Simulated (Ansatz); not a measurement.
# WSi2As4 monolayer in a perpendicular field

Aim: how the WSi2As4 monolayer screens a field along its normal, and what the field does to its bands. A positive field points along +c.

Program: Ansatz 0.2.0. Level of theory: plane-wave DFT, PBE-D3(BJ), Ansatz PAW. Results are calculated unless marked as measured.

Most raw output is cut from this account.

## (1) The starting structure

The cell holds 7 atoms: 4 As, 2 Si and 1 W. Its edges and angles: a = 3.630 Å, b = 3.630 Å, c = 49.355 Å, α = 90.0°, β = 90.0°, γ = 120.0°. Vacuum lies along c.

## (2) Relaxing the slab

The starting cell is a guess, so the in-plane lattice and the atoms are relaxed first, with the slab cut off from its images along the normal.

File input.yaml:

```yaml
crystal:
  lattice:
    - [3.63, 0.0, 0.0]
    - [-1.815, 3.1436722157, 0.0]
    - [0.0, 0.0, 49.355114908]
  atoms:
    - { symbol: As, position: [0.0, 0.0, 0.4072526229] }
    - { symbol: Si, position: [0.3333333333, 0.6666666667, 0.4226911672] }
    - { symbol: As, position: [0.3333333333, 0.6666666667, 0.4678739209] }
    - { symbol: W, position: [0.0, 0.0, 0.5] }
    - { symbol: As, position: [0.3333333333, 0.6666666667, 0.5321260791] }
    - { symbol: Si, position: [0.3333333333, 0.6666666667, 0.5773088328] }
    - { symbol: As, position: [0.0, 0.0, 0.5927473771] }
  periodic: [true, true, false]
kpoints:
  mp_grid: { grid: [12, 12, 1] }
hamiltonian:
  xc: pbe
  dispersion: d3bj
scf:
  occupations: { method: fermi_dirac, width: 0.05 }
  convergence: { dr2_threshold: 1.0e-09 }
relax:
  f_tol: 0.004
  max_steps: 90
  cell: {}
output:
  write_potential: true
  write_density: true
  volumetric_format: npy
```

On the command line:

```bash
ansatz run input.yaml --threads 4 --pin off --max-ram 6144MiB --backend cpu --events-out ev --progress --plain --runs-dir out
```

The job ended after 60 s (4 threads of Intel Xeon 6975P-C (Granite Rapids), shared host; peak memory 1.4 GiB; 3.8 min of CPU time).

The steps of the relaxation:

| step | energy less that of the first step (eV) | largest force component (eV/Å) | volume (Å³) |
| --- | --- | --- | --- |
| 1 | 0.0000 | 3.1064 | 563.22 |
| 2 | -1.2760 | 1.5460 | 550.11 |
| 3 | -1.5300 | 0.1443 | 541.55 |
| 4 | -1.5321 | 0.0377 | 542.52 |
| 5 | -1.5323 | 0.0041 | 542.69 |
| 6 | -1.5323 | 0.0012 | 542.81 |
| 7* | -1.5315 | 0.0012 | 542.81 |

Relaxation steps marked * repeat the geometry before them on a plane-wave basis chosen anew for their cell, so energy and pressure can jump there.

Forces are held to the 12 operations that the run works with; a distortion that breaks them can't arise in this run.

| cell as run | before | after | change |
| --- | --- | --- | --- |
| a (Å) | 3.630 | 3.564 | -1.8 % |
| b (Å) | 3.630 | 3.564 | -1.8 % |

The atoms that moved most (Å, along periodic axes as changes of fractional coordinates times the final cell, across vacuum about the mean position):

| atom | dx | dy | dz | length |
| --- | --- | --- | --- | --- |
| As1 | 0.000 | 0.000 | -0.396 | 0.396 |
| As7 | 0.000 | 0.000 | 0.396 | 0.396 |
| As5 | 0.000 | 0.000 | -0.083 | 0.083 |
| As3 | 0.000 | 0.000 | 0.083 | 0.083 |
| Si2 | 0.000 | 0.000 | -0.030 | 0.030 |
| Si6 | 0.000 | 0.000 | 0.030 | 0.030 |

The lattice constant a goes from 3.630 to 3.564 Å.

## (3) Atoms held, field 0

A sawtooth potential applies the field, turning back in the middle of the vacuum. With the dipole correction the typed value is the field outside the slab. The induced dipole is small, so the SCF threshold is tight.

The cell differs from the one that the last finished run ended in (c 49.355 → 27.947 Å).

File input.yaml:

```yaml
crystal:
  lattice:
    - [3.5636301331, 0.0, 0.0]
    - [-1.7818150666, 3.086194225, 0.0]
    - [0.0, 0.0, 27.9465211507]
  atoms:
    - { symbol: As, position: [0.0, 0.0, 0.3220436616] }
    - { symbol: Si, position: [0.3333333333, 0.6666666667, 0.3623877986] }
    - { symbol: As, position: [0.3333333333, 0.6666666667, 0.4462366067] }
    - { symbol: W, position: [0.0, 0.0, 0.5] }
    - { symbol: As, position: [0.3333333333, 0.6666666667, 0.5537633933] }
    - { symbol: Si, position: [0.3333333333, 0.6666666667, 0.6376122014] }
    - { symbol: As, position: [0.0, 0.0, 0.6779563384] }
kpoints:
  mp_grid: { grid: [18, 18, 1] }
  band_path:
    path: [[0, 0, 0], [0.5, 0, 0], [0.33333333, 0.33333333, 0], [0, 0, 0]]
    npoints: 16
hamiltonian:
  xc: pbe
  dispersion: d3bj
scf:
  occupations: { method: fermi_dirac, width: 0.02585 }
  convergence: { dr2_threshold: 1.0e-10 }
efield:
  axis: 3
  dipole_correction: true
  ramp_position: 0.97
  ramp_width: 0.06
  amplitude: 0
output:
  dos: { projected: true, e_range: [-6, 5] }
  write_potential: true
  write_density: true
  volumetric_format: npy
  elf: true
```

Run time: 15 s. Hardware: 4 threads; peak memory 1.2 GiB.

This step gave:

```yaml
dipole_along_the_normal: 2.73e-6 e·Å
gap_along_the_path: 0.7909 eV
smallest_direct_gap_along_the_path: 0.7909 eV
ionisation_energy_upper_face: 4.785 eV
electron_affinity_upper_face: 3.994 eV
gap_the_smaller_of_path_and_mesh: 0.7909 eV
```

Running mean over a fixed 2.8 Å (it still follows the layers) of the planar mean; the ramp of the sawtooth is left out. Table of electron's electrostatic potential energy less the Fermi level by z:

| z (Å) | electron's electrostatic potential energy less the Fermi level (eV) |
| --- | --- |
| 3.5 | 4.40 |
| 4.0 | 4.40 |
| 4.5 | 4.40 |
| 5.0 | 4.40 |
| 5.5 | 4.38 |
| 6.0 | 4.34 |
| 6.5 | 4.15 |
| 7.0 | 3.42 |
| 7.5 | 2.13 |
| 8.0 | 0.585 |
| 8.5 | -1.87 |
| 9.0 | -4.41 |
| 9.5 | -5.72 |
| 10.0 | -5.34 |
| 10.5 | -4.86 |
| 11.0 | -4.08 |
| 11.5 | -2.66 |
| 12.0 | -2.36 |
| 12.5 | -4.16 |
| 13.0 | -6.70 |
| 13.5 | -7.90 |
| 14.0 | -8.22 |
| 14.5 | -7.82 |
| 15.0 | -6.49 |
| 15.5 | -3.89 |
| 16.0 | -2.28 |
| 16.5 | -2.79 |
| 17.0 | -4.23 |
| 17.5 | -4.90 |
| 18.0 | -5.41 |
| 18.5 | -5.69 |
| 19.0 | -4.16 |
| 19.5 | -1.59 |
| 20.0 | 0.780 |
| 20.5 | 2.27 |
| 21.0 | 3.53 |
| 21.5 | 4.19 |
| 22.0 | 4.35 |
| 22.5 | 4.39 |
| 23.0 | 4.40 |
| 23.5 | 4.40 |
| 24.0 | 4.40 |
| 24.5 | 4.40 |

The density of states has structure finer than the step of the table below, so its rows give means over 0.25 eV, whole bins alone (the curve runs from -6 to 2.38 eV). Peaks (eV: height): -4.870: 11.9, -2.770: 8.27, -2.550: 10.1, -2.310: 11.6, -2.110: 8.35, -2.000: 9.29, 1.330: 9.38.

Table of density of states by energy, zero at the Fermi level of the run, which the smearing sets inside the gap; means over each step:

energy (eV), density of states (states/eV a cell) and a bar:
```
    -5.75        1.4 ######
    -5.50        3.8 ###############
    -5.25        4.3 #################
    -5.00        3.5 ##############
    -4.75        4.7 ###################
    -4.50        2.9 ############
    -4.25        2.9 ###########
    -4.00        3.6 ##############
    -3.75        3.7 ###############
    -3.50        3.3 #############
    -3.25        5.1 ####################
    -3.00        5.5 ######################
    -2.75        6.7 ###########################
    -2.50        5.4 #####################
    -2.25        7.6 ##############################
    -2.00        6.6 ##########################
    -1.75        5.1 ####################
    -1.50        2.7 ##########
    -1.25        3.5 ##############
    -1.00        3.6 ##############
    -0.75        1.9 #######
    -0.50        0.5 ##
    -0.25        0.0 
     0.00        0.0 
     0.25        0.0 
     0.50        1.0 ####
     0.75        1.6 ######
     1.00        2.9 ############
     1.25        5.7 #######################
     1.50        5.5 ######################
     1.75        5.2 ####################
     2.00        5.4 #####################
     2.25        5.8 #######################
```

Projected DOS per atom over height of the atomic layer and energy from the Fermi level. Layers: As Si As W As Si As from below.

Values in states/eV, 22 rows by 7 columns, each cell a mean:
```
0.62 0.77 0.53 1.20 0.53 0.77 0.62
0.52 0.61 0.49 1.57 0.49 0.61 0.52
0.60 0.65 0.38 2.50 0.38 0.65 0.60
0.27 0.35 0.17 1.28 0.17 0.35 0.27
0.07 0.14 0.09 0.71 0.09 0.14 0.07
0.00 0.01 0.01 0.12 0.01 0.01 0.00
0.00 0.00 0.00 0.00 0.00 0.00 0.00
0.03 0.02 0.03 0.43 0.03 0.02 0.03
0.14 0.09 0.23 1.52 0.23 0.09 0.14
0.32 0.18 0.36 1.66 0.36 0.18 0.32
0.58 0.23 0.64 0.95 0.64 0.23 0.58
1.06 0.33 1.08 1.56 1.08 0.33 1.06
1.17 0.43 0.86 1.40 0.86 0.43 1.17
1.19 0.58 0.80 1.09 0.80 0.58 1.19
0.96 0.56 0.70 0.74 0.70 0.56 0.96
0.44 0.40 0.54 0.61 0.54 0.40 0.44
0.57 0.48 0.48 0.71 0.48 0.48 0.57
0.40 0.34 0.38 0.56 0.38 0.34 0.40
0.45 0.48 0.60 0.65 0.60 0.48 0.45
0.34 0.41 0.75 0.62 0.75 0.41 0.34
0.44 0.54 0.83 0.60 0.83 0.54 0.44
0.21 0.20 0.35 0.25 0.35 0.20 0.21
```
Columns: height of the atomic layer (Å) from 9 to 18.9 (not evenly spaced); rows upwards: energy from the Fermi level (eV) from -5.96 to 2.32.

The electronic bands at the labelled points (eV, zero at the Fermi level of the run, which the smearing sets inside the gap):

| point | band 38 | band 39 | band 40 | band 41 | band 42 | band 43 | band 44 | band 45 |
| --- | --- | --- | --- | --- | --- | --- | --- | --- |
| Γ | -0.95 | -0.88 | -0.88 | -0.66 | 2.37 | 2.41 | 2.41 | 2.41 |
| halfway | -1.92 | -1.89 | -1.84 | -1.14 | 1.23 | 1.44 | 1.88 | 2.18 |
| M | -2.57 | -2.38 | -1.69 | -1.02 | 1.09 | 1.12 | 1.24 | 1.39 |
| halfway | -2.70 | -2.33 | -1.82 | -0.86 | 0.70 | 1.08 | 1.59 | 2.19 |
| K | -3.24 | -2.24 | -1.48 | -0.39 | 0.40 | 0.78 | 1.16 | 1.87 |
| halfway | -2.24 | -2.10 | -1.75 | -1.16 | 1.39 | 1.61 | 1.93 | 2.63 |
| Γ | -0.95 | -0.88 | -0.88 | -0.66 | 2.37 | 2.41 | 2.41 | 2.41 |

ELF in the ca plane at fractional y = 0.667, with atoms of Si and As within 0.2 Å of it. It is the smooth field of the valence electrons, not physical close to the nuclei.

Ten even steps from '0' (0.00) to '9' (0.90), each cell a mean:
```
00001256776666421123432121234321124666677642
00001357776555310012221121122210013555677753
00000135666677532235653222356532235776666531
00000012345788765666776324677666567887543210
00000000124664479864456424654568964466421000
00000000012423479862235323532268974324210000
00000000013543379863245424542368963345310000
00000001235787567766676424676667765787532100
00000124556788653456775223577654357887655421
```
Columns run along c (16.0 Å, from fractional 0.19 to 0.76 of the cell), rows up along a (3.6 Å). Atoms in or near the plane, at fractional coordinates: Si at (0.36, 0.33), As at (0.45, 0.33), As at (0.55, 0.33), Si at (0.64, 0.33).

Electrostatic potential energy in the ca plane at fractional y = 0.667, with atoms of Si and As within 0.2 Å of it. With pseudopotentials it is smooth inside the atoms' cores, unlike the true potential.

Ten even steps from '0' (-46 eV) to '9' (7 eV), each cell a mean:
```
99999999988889999999998777899999999988889999
99999999987789999999998767899999999987789999
99999999988888899999988878889999998888889999
99999999999876678986678888876689876678999999
99999999998730147767866898668768741037999999
99999999998600017769995898699967610006899999
99999999998610027768986898689867720016899999
99999999999853368866667888766678863368999999
99999999998888889988888888888899988888899999
```
Columns run along c (16.0 Å, from fractional 0.19 to 0.76 of the cell; values clipped at the 3rd and 97th percentile), rows up along a (3.6 Å). Atoms in or near the plane, at fractional coordinates: Si at (0.36, 0.33), As at (0.45, 0.33), As at (0.55, 0.33), Si at (0.64, 0.33).

Valence density in the ca plane at fractional y = 0.667, with atoms of Si and As within 0.2 Å of it. It is the smooth field of the valence electrons, not physical close to the nuclei.

Ten steps, logarithmic in the rise over the least value, from '0' (0 e/Å³) to '9' (27 e/Å³), each cell a mean:
```
00000000011111000000111121111000000111110000
00000000011111000000011121110000000111110000
00000000011111100001111111111100001111110000
00000000001121111112222111222211111121100000
00000000001111111236652111257532111111100000
00000000001110012258973111379852210011100000
00000000001111112247863111378742211111100000
00000000001121111123432111234321111121100000
00000000011111110011111111111110011111110000
```
Columns run along c (16.0 Å, from fractional 0.19 to 0.76 of the cell), rows up along a (3.6 Å). Atoms in or near the plane, at fractional coordinates: Si at (0.36, 0.33), As at (0.45, 0.33), As at (0.55, 0.33), Si at (0.64, 0.33).

The gap is 0.79 eV, with the valence edge 4.79 eV and the conduction edge 3.99 eV under the upper vacuum level. Spin-orbit coupling, left out in this run, matters for the bands of elements this heavy.

## (4) Single point, field 0.1 V/Å

input.yaml, as its differences from that of step 3:

```diff
@@ -29,5 +29,4 @@
   ramp_width: 0.06
-  amplitude: 0
+  amplitude: 0.1
 output:
-  dos: { projected: true, e_range: [-6, 5] }
   write_potential: true
@@ -35,2 +34 @@
   volumetric_format: npy
-  elf: true
```

It took 16 s on 4 threads; peak memory 1.1 GiB; 64 s of CPU time.

The dipole is 0.0727 e·Å, and the gap 0.791 eV.

## (5) Atoms held, field -0.1 V/Å

input.yaml, as its differences from that of step 4:

```diff
@@ -29,3 +29,3 @@
   ramp_width: 0.06
-  amplitude: 0.1
+  amplitude: -0.1
 output:
```

Elapsed: 16 s, on 4 threads; peak memory 1.1 GiB.

The dipole is -0.0727 e·Å, and the gap 0.791 eV.

## (6) Response, atoms held

This step: plane-wave DFT, PBE-D3(BJ), Ansatz PAW; response to a field along the normal, atoms held (Ansatz 0.2.0).

The dipoles give the slope, and the difference of two potentials shows where the field is screened.

Numbers from this step:

```
equivalent conductor thickness p/(ε₀AE) : 11.96 Å
distance between the outer atoms        : 9.947 Å
```

Dipole of the cell against applied field:

| applied field (V/Å) | dipole of the cell (e·Å) |
| --- | --- |
| -0.1000 | -0.0727 |
| 0.0000 | 2.7e-6 |
| 0.1000 | 0.0727 |

Local field over the applied field, running mean. From the potentials at -0.1 and 0.1 V/Å; running mean over 2.5 Å. Local field over applied field against z:

| z (Å) | local field over applied field |
| --- | --- |
| 4.5 | 0.998 |
| 5.0 | 0.993 |
| 5.5 | 0.982 |
| 6.0 | 0.952 |
| 6.5 | 0.885 |
| 7.0 | 0.761 |
| 7.5 | 0.593 |
| 8.0 | 0.414 |
| 8.5 | 0.241 |
| 9.0 | 0.110 |
| 9.5 | 0.0580 |
| 10.0 | 0.0541 |
| 10.5 | 0.0624 |
| 11.0 | 0.0802 |
| 11.5 | 0.0858 |
| 12.0 | 0.0677 |
| 12.5 | 0.0519 |
| 13.0 | 0.0444 |
| 13.5 | 0.0361 |
| 14.0 | 0.0326 |
| 14.5 | 0.0369 |
| 15.0 | 0.0453 |
| 15.5 | 0.0531 |
| 16.0 | 0.0699 |
| 16.5 | 0.0863 |
| 17.0 | 0.0784 |
| 17.5 | 0.0610 |
| 18.0 | 0.0537 |
| 18.5 | 0.0601 |
| 19.0 | 0.121 |
| 19.5 | 0.259 |
| 20.0 | 0.433 |
| 20.5 | 0.612 |
| 21.0 | 0.777 |
| 21.5 | 0.895 |
| 22.0 | 0.957 |
| 22.5 | 0.984 |
| 23.0 | 0.994 |
| 23.5 | 0.998 |

Electrons, planar mean, per unit field. Table of induced electron density by z:

| z (Å) | induced electron density (e/Å³ per V/Å) |
| --- | --- |
| 4.5 | 9.5e-6 |
| 5.0 | 2.9e-5 |
| 5.5 | 8.4e-5 |
| 6.0 | 2.3e-4 |
| 6.5 | 6.0e-4 |
| 7.0 | 0.00142 |
| 7.5 | 0.00282 |
| 8.0 | 0.00353 |
| 8.5 | 0.00147 |
| 9.0 | 7.0e-4 |
| 9.5 | 5.9e-4 |
| 10.0 | -0.00108 |
| 10.5 | -8.8e-4 |
| 11.0 | 4.7e-4 |
| 11.5 | 1.3e-4 |
| 12.0 | 2.3e-4 |
| 12.5 | 5.5e-4 |
| 13.0 | -1.8e-4 |
| 13.5 | -2.1e-4 |
| 14.0 | 2.5e-5 |
| 14.5 | 2.5e-4 |
| 15.0 | 1.1e-4 |
| 15.5 | -6.3e-4 |
| 16.0 | -1.0e-4 |
| 16.5 | -2.1e-4 |
| 17.0 | -4.3e-4 |
| 17.5 | 0.00105 |
| 18.0 | 8.8e-4 |
| 18.5 | -6.5e-4 |
| 19.0 | -7.3e-4 |
| 19.5 | -0.00169 |
| 20.0 | -0.00354 |
| 20.5 | -0.00266 |
| 21.0 | -0.00131 |
| 21.5 | -5.4e-4 |
| 22.0 | -2.1e-4 |
| 22.5 | -7.5e-5 |
| 23.0 | -2.5e-5 |
| 23.5 | -8.5e-6 |

The smaller of the gaps on the path and on the k-mesh, counted as 0 under 0.03 eV. The gap stays at 0.791 eV for applied field from -0.1 to 0.1 V/Å.

By hand: between -0.1 and 0.1 V/Å the dipole changes by 0.1454 e·Å, a slope of 0.7271 e·Å²/V. A perfect conductor of thickness t has p = ε₀AEt, so t = 180.95 × 0.7271 / 10.998 = 11.96 Å (e/ε₀ = 180.95 V·Å, A in Å²).

The induced dipole is that of a conductor 11.96 Å thick.

## (7) Results

```yaml
gap_without_field: 0.791 eV
ionisation_energy_upper_face: 4.79 eV
electron_affinity_upper_face: 3.99 eV
equivalent_conductor_thickness_atoms_held: 12.0 Å
```

The induced dipole equals that of a perfect conductor 11.96 Å thick, while the outer atoms lie 9.95 Å apart; an out-of-plane ε follows only once a thickness t is chosen, by 1 − 1/ε = 11.96 Å / t. The gap stays within 0.01 eV of 0.79 eV over the fields run, up to 0.1 V/Å in size. Semilocal functionals give gaps that are too small, and excitons are not included. Spin-orbit coupling is left out, which matters for the bands of elements this heavy. The outer anions sit over the metal atoms, one of several polytypes of such layers and not the lowest for every compound.

[Logs are printed without paths, hosts, clocks, repeated set-up lines and the standing remarks that a program may print on its own settings, such as how far it seeks lower states.]

[Hosts, paths, dates, database ids (printed as entryN), source tags and the programs' standing remarks are cut or masked in the printed files.]

[Maps of the electrostatic potential energy from Ansatz leave out the sawtooth potential of an applied field or a dipole correction, so their vacuum need not be flat; planar profiles and work functions include it.]

[The density of states shown here was stored with 400 of the rows of the run's finer table, so its peaks can read low, often by over a quarter, or be missed, and its means over a window can be off by a tenth or more.]
